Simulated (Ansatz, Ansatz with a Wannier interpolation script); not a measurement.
# CdCO3 (Otavite): what limits a Wannier interpolation of GW, part 2 of 2

Wanted: errors and cost of interpolated bands of CdCO3 (Otavite) under coarser or faulty settings.

Ansatz 0.2.0; maximally localised Wannier functions, LDA, plane waves, PAW. Known limits of the many-body steps: not at the basis limit; d shell near the gap, gap tends to lie low; no spin-orbit coupling; coarse k mesh.

So far. Step 3 (Wannier model on 4×4×4): Near the gap the model misses directly solved bands by 2.9 meV r.m.s. and by 52 meV at most in the window tested. This tests the starting bands, not the corrections carried with them.

## (5) G0W0: 4×4×4 mesh, 428 empty bands, screening to 140 eV

G0W0 replaces the xc potential by the self-energy, built once from these orbitals. Only a window of levels is corrected, while the sums run over the empty bands that the input names.

This step: G0W0 on LDA, plane waves, PAW.

File input.yaml:

```yaml
crystal:
  lattice:
    - [2.4602, 1.4203971323, 5.4326666667]
    - [-2.4602, 1.4203971323, 5.4326666667]
    - [0.0, -2.8407942645, 5.4326666667]
  atoms:
    - { symbol: Cd, position: [0.0, 0.0, 0.0] }
    - { symbol: Cd, position: [0.5, 0.5, 0.5] }
    - { symbol: C, position: [0.25, 0.25, 0.25] }
    - { symbol: C, position: [0.75, 0.75, 0.75] }
    - { symbol: O, position: [0.5114, 0.9886, 0.25] }
    - { symbol: O, position: [0.25, 0.5114, 0.9886] }
    - { symbol: O, position: [0.9886, 0.25, 0.5114] }
    - { symbol: O, position: [0.4886, 0.0114, 0.75] }
    - { symbol: O, position: [0.75, 0.4886, 0.0114] }
    - { symbol: O, position: [0.0114, 0.75, 0.4886] }
kpoints:
  mp_grid: { grid: [4, 4, 4] }
hamiltonian:
  xc: lda
scf:
  occupations: { method: fixed }
gw:
  n_empty_bands: 428
  ecut_chi: 140.0
  qp_bands: [v10, c4]
  screening: { model: contour_deformation }
```

The run is started by

```bash
$ ansatz run input.yaml --threads 12 --pin off --max-ram 22118MiB --backend cpu --events-out ev --progress --plain --runs-dir out
```

Numbers of over 12 decimals in the logs are rounded to 6 here.

The log of the run:

```text
[...]
Crystal: 10 atoms, lattice volume = 113.905 Å³
Basis set: ecut = 420 eV, 2221 PW (Γ)
Bands: 52, of which v1, the nominal top of the filled ones, is band 42 counted from 1 (41 counted from 0)
Symmetry: 12 space group operations
[...]
k-points: 13 of 64
[...]
0    40      5.6618   -26.5425     4.6424   -20.9860  0.7554     4.7346     4.7477  root
[...]
12    43     10.3548   -10.0975    -4.2633   -15.7350  0.8224    11.7455    11.7291  root
    12    44     10.3548   -10.0975    -4.2633   -15.7350  0.8224    11.7455    11.7291  root
    12    45     12.9519   -11.6319    -4.5515   -17.7785  0.7874    14.5865    14.5470  root
    12    46     12.9519   -11.6319    -4.5515   -17.7785  0.7874    14.5865    14.5470  root
[key lines of the parts left out:]
SCF converged after 7 iterations
Free energy (F): -20051.910713 eV
Fermi energy:    6.999818 eV
```

Wall time 9.1 min (12 threads of Arm Neoverse N1, shared host); peak memory 4.3 GiB; 1.6 h of CPU time.

The G0W0 gap on the mesh is 4.852 eV.

## (6) G0W0: 2×2×2 mesh, 428 empty bands, screening to 140 eV

Edit input.yaml of step 5 so:

```diff
@@ -17,3 +17,3 @@
 kpoints:
-  mp_grid: { grid: [4, 4, 4] }
+  mp_grid: { grid: [2, 2, 2] }
 hamiltonian:
```

The log of the run:

```text
[...]
Crystal: 10 atoms, lattice volume = 113.905 Å³
Basis set: ecut = 420 eV, 2221 PW (Γ)
Bands: 52, of which v1, the nominal top of the filled ones, is band 42 counted from 1 (41 counted from 0)
Symmetry: 12 space group operations
[...]
k-points: 4 of 8
[...]
0    40      5.6815   -26.6560     4.7518   -20.9842  0.7530     4.7477     4.7616  root
[...]
3    43     10.3591    -9.9474    -4.4289   -15.7357  0.8166    11.7373    11.7185  root
     3    44     10.3591    -9.9474    -4.4289   -15.7357  0.8166    11.7373    11.7185  root
     3    45     12.9626   -11.5450    -4.6538   -17.7761  0.7842    14.5811    14.5399  root
     3    46     12.9626   -11.5450    -4.6538   -17.7761  0.7842    14.5811    14.5399  root
[key lines of the parts left out:]
SCF converged after 7 iterations
Free energy (F): -20051.815367 eV
Fermi energy:    7.018973 eV
```

Run time: 30 s. Hardware: 12 threads; peak memory 1.7 GiB; 4.8 min of CPU time.

The G0W0 gap on the mesh is 4.838 eV.

## (7) G0W0: 4×4×4 mesh, 199 empty bands, screening to 84 eV, plasmon pole

Edit input.yaml of step 6 so:

```diff
@@ -17,3 +17,3 @@
 kpoints:
-  mp_grid: { grid: [2, 2, 2] }
+  mp_grid: { grid: [4, 4, 4] }
 hamiltonian:
@@ -23,5 +23,5 @@
 gw:
-  n_empty_bands: 428
-  ecut_chi: 140.0
+  n_empty_bands: 199
+  ecut_chi: 84
   qp_bands: [v10, c4]
-  screening: { model: contour_deformation }
+  screening: { model: godby_needs }
```

The log of the run:

```text
[...]
Crystal: 10 atoms, lattice volume = 113.905 Å³
Basis set: ecut = 420 eV, 2221 PW (Γ)
Bands: 52, of which v1, the nominal top of the filled ones, is band 42 counted from 1 (41 counted from 0)
Symmetry: 12 space group operations
[...]
k-points: 13 of 64
[...]
0    40      5.6618   -26.5425     4.8618   -20.9860  0.8013     4.9649     4.9671  root
[...]
12    43     10.3548   -10.0975    -3.9920   -15.7350  0.8464    12.0099    12.0003  root
    12    44     10.3548   -10.0975    -3.9920   -15.7350  0.8464    12.0099    12.0003  root
    12    45     12.9519   -11.6319    -4.1349   -17.7785  0.8269    14.9811    14.9636  root
    12    46     12.9519   -11.6319    -4.1349   -17.7785  0.8269    14.9811    14.9636  root
[key lines of the parts left out:]
SCF converged after 7 iterations
Free energy (F): -20051.910713 eV
Fermi energy:    6.999818 eV
```

Elapsed: 2.4 min, on 12 threads; peak memory 1.7 GiB; 27 min of CPU time.

The G0W0 gap on the mesh is 4.728 eV.

## (8) Interpolated results

Times are wall times on 12 threads of Arm Neoverse N1, shared host, good to a factor of about two.

| GW mesh | empty bands | cutoff (eV) | frequency | gap on mesh (eV) | gap over zone (eV) | direct gap (eV) | valence width (eV) | GW time |
| --- | --- | --- | --- | --- | --- | --- | --- | --- |
| 4×4×4 | 428 | 140 | contour deformation | 4.852 | 4.852 | 5.787 | 3.676 | 9.1 min |
| 2×2×2 | 428 | 140 | contour deformation | 4.838 | 4.853 | 5.786 | 3.675 | 30 s |
| 4×4×4 | 199 | 84 | plasmon pole | 4.728 | 4.728 | 5.666 | 3.877 | 2.4 min |

## (9) What came out

```json
{
  "4×4×4 mesh, 428 empty bands, screening to 140 eV": "4.85 eV",
  "2×2×2 mesh, 428 empty bands, screening to 140 eV": "4.85 eV",
  "4×4×4 mesh, 199 empty bands, screening to 84 eV, plasmon pole": "4.73 eV"
}
```

The largest change, −0.12 eV in the gap over the zone, comes with 4×4×4 mesh, 199 empty bands, screening to 84 eV, plasmon pole. The first run is a reference, not a converged one, and where a row moves several settings no single cause can be named. Rows on another GW mesh add that mesh's corrections to the bands of the one model. Coarser Wannier mesh (4×4×4): the miss near the gap goes from under 1 (the model on 8×8×8) to 3 meV and the total spread from 57.0 to 51.0 Å². With 2×2×2 mesh, 428 empty bands, screening to 140 eV the gap over the zone moves by +0.001 eV and that on the mesh by −0.01 eV. With 4×4×4 mesh, 199 empty bands, screening to 84 eV, plasmon pole the gap over the zone moves by −0.12 eV and that on the mesh by −0.12 eV. Gaps over the zone and on the mesh differ where an edge lies off the mesh, or where a GW run starts from another density: the starting gap over the zone is 2.753 eV, on the GW meshes it is 2.753 eV and 2.739 eV. A d shell, filled or nearly so, lies near the gap. One-shot GW converges very slowly in bands there, not always from below, and on a semilocal start the gap tends to come out low; starts rich in exact exchange can overshoot instead. The many-body steps are scalar-relativistic: spin-orbit coupling is not in them.

[Paths, hosts, dates, memory and timing lines, banners, echoed tables and standing remarks are left out of the program output.]

[Logs are printed without paths, hosts, clocks, repeated set-up lines and the standing remarks that a program may print on its own settings, such as how far it seeks lower states.]

[Runs of the session that timed out or met a known fault of the program may be left out.]

[Hosts, paths, dates, database ids (printed as entryN), source tags and the programs' standing remarks are cut or masked in the printed files.]
